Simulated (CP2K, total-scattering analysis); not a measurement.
**methanol: neutron diffraction with isotope substitution**

Two samples of methanol (16 methanol; C 16.7, O 16.7, H 66.7 atom %; 300 K, fixed volume; ρ₀ = 0.0891 Å⁻³) differ only in the isotope of H: D (b = 6.6681 fm) and H (b = -3.7395 fm). Other lengths: C 6.6472, O 5.8037 fm. The data are simulated by ab initio molecular dynamics with CP2K (revPBE-D3(BJ), Gaussian and plane waves, DZVP-MOLOPT-SR basis, GTH potentials, 400 Ry, CSVR thermostat, no spin, fixed volume, H with the mass of D). The average runs over 0.60 ps of 96 atoms, so shells between rare elements are rough. Mean temperature 301 K, largest m.s.d. 2.89 Å², energy drift -3 meV an atom (last third less first, no steady trend); the first quarter of the run is discarded. Start: last frame of a classical run of this cell at the same density and temperature. So short a stretch relaxes bonds and nearest shells but still remembers its start. It is a liquid as far as so short a run tells. The partials come from the cell's reciprocal vectors below 4 Å⁻¹ and from g(r) above; absorption, incoherent and inelastic scattering are left out. F(Q) = Σ ci cj bi bj (Sij − 1), in barn per steradian and atom:

| Q (Å⁻¹) | 2H | 1H | difference |
| --- | --- | --- | --- |
| 0.9 | -0.233 | -0.206 | -0.027 |
| 1.2 | -0.020 | -0.179 | 0.160 |
| 1.5 | 0.275 | -0.173 | 0.447 |
| 1.8 | 0.358 | -0.123 | 0.481 |
| 2.1 | 0.050 | -0.078 | 0.128 |
| 2.4 | -0.085 | -0.051 | -0.034 |
| 2.7 | -0.085 | -0.042 | -0.043 |
| 3.0 | -0.079 | -0.011 | -0.068 |
| 3.3 | -0.062 | 0.009 | -0.070 |
| 3.6 | -0.043 | 0.024 | -0.066 |
| 3.9 | -0.038 | 0.020 | -0.057 |
| 4.2 | -0.033 | 0.030 | -0.062 |
| 4.5 | -0.061 | 0.051 | -0.112 |
| 4.8 | -0.085 | 0.082 | -0.167 |
| 5.1 | -0.085 | 0.098 | -0.183 |
| 5.4 | -0.071 | 0.079 | -0.150 |
| 5.7 | -0.050 | 0.034 | -0.084 |
| 6.0 | -0.021 | -0.009 | -0.012 |
| 6.3 | 0.016 | -0.037 | 0.053 |
| 6.6 | 0.054 | -0.053 | 0.107 |
| 6.9 | 0.081 | -0.062 | 0.143 |
| 7.2 | 0.090 | -0.060 | 0.149 |
| 7.5 | 0.080 | -0.046 | 0.126 |
| 7.8 | 0.061 | -0.028 | 0.088 |
| 8.1 | 0.038 | -0.011 | 0.049 |
| 8.4 | 0.013 | 0.000 | 0.013 |
| 8.7 | -0.009 | 0.008 | -0.017 |
| 9.0 | -0.023 | 0.014 | -0.036 |
| 9.3 | -0.028 | 0.016 | -0.044 |
| 9.6 | -0.031 | 0.017 | -0.048 |
| 9.9 | -0.037 | 0.018 | -0.054 |
| 10.2 | -0.041 | 0.018 | -0.059 |
| 10.5 | -0.039 | 0.019 | -0.058 |
| 10.8 | -0.033 | 0.022 | -0.055 |

The first difference in real space, ΔG(r), in barn (from the pair functions, so without the broadening of a finite Q range):

```tsv
r (Å)	first difference G(r)
0.50	-0.421
0.58	-0.421
0.66	-0.421
0.74	-0.421
0.82	-0.421
0.90	-0.374
0.98	1.819
1.06	3.014
1.14	2.405
1.22	-0.417
1.30	-0.421
1.38	-0.421
1.46	-0.419
1.54	-0.397
1.62	-0.352
1.70	-0.115
1.78	0.216
1.86	0.022
1.94	0.023
2.02	0.344
2.10	0.450
2.18	0.044
2.26	-0.223
2.34	-0.232
2.42	-0.217
2.50	-0.217
2.58	-0.202
2.66	-0.203
2.74	-0.158
2.82	-0.113
2.90	-0.098
2.98	-0.108
3.06	-0.104
3.14	-0.046
3.22	-0.016
3.30	-0.013
3.38	-0.017
3.46	0.000
3.54	0.002
```

**Question.** Which pairs survive in the difference, and what is the first shell of H?

Pairs without H cancel. ΔG(r) = Σ W [g(r) − 1] with W = 2 c(H) c(j) b(j) Δb, and c(H)² (b₁² − b₂²) for H–H: H–C 0.1537, H–O 0.1342, H–H 0.1355 barn. At small r, ΔG → −ΣW = -0.423; in this finite cell the H–H term carries (N − 1)/N with N = 64 atoms of H, which gives -0.421.

The first feature holds O–H (0.98 Å, 0.2 neighbours by the coordinates) and C–H (1.10 Å, 0.8 neighbours by the coordinates) together, so its area gives only their weighted sum.

Shells of H from the coordinates: O–H at 0.98 Å, 0.2 neighbours to 1.26 Å; C–H at 1.10 Å, 0.8 neighbours to 1.40 Å; H–H at 1.78 Å, 1.6 neighbours to 2.02 Å (first peaks with a usable minimum only). Counts average over all H, whatever molecule they sit on, and second peaks of a pair (H two bonds away, hydrogen bonds) add features between 1.5 and 2.5 Å that aren't listed. The structure is taken to be the same for both isotopes, which holds least well for H and D.

[Logs are printed without paths, hosts, clocks, repeated set-up lines and the standing remarks that a program may print on its own settings, such as how far it seeks lower states.]
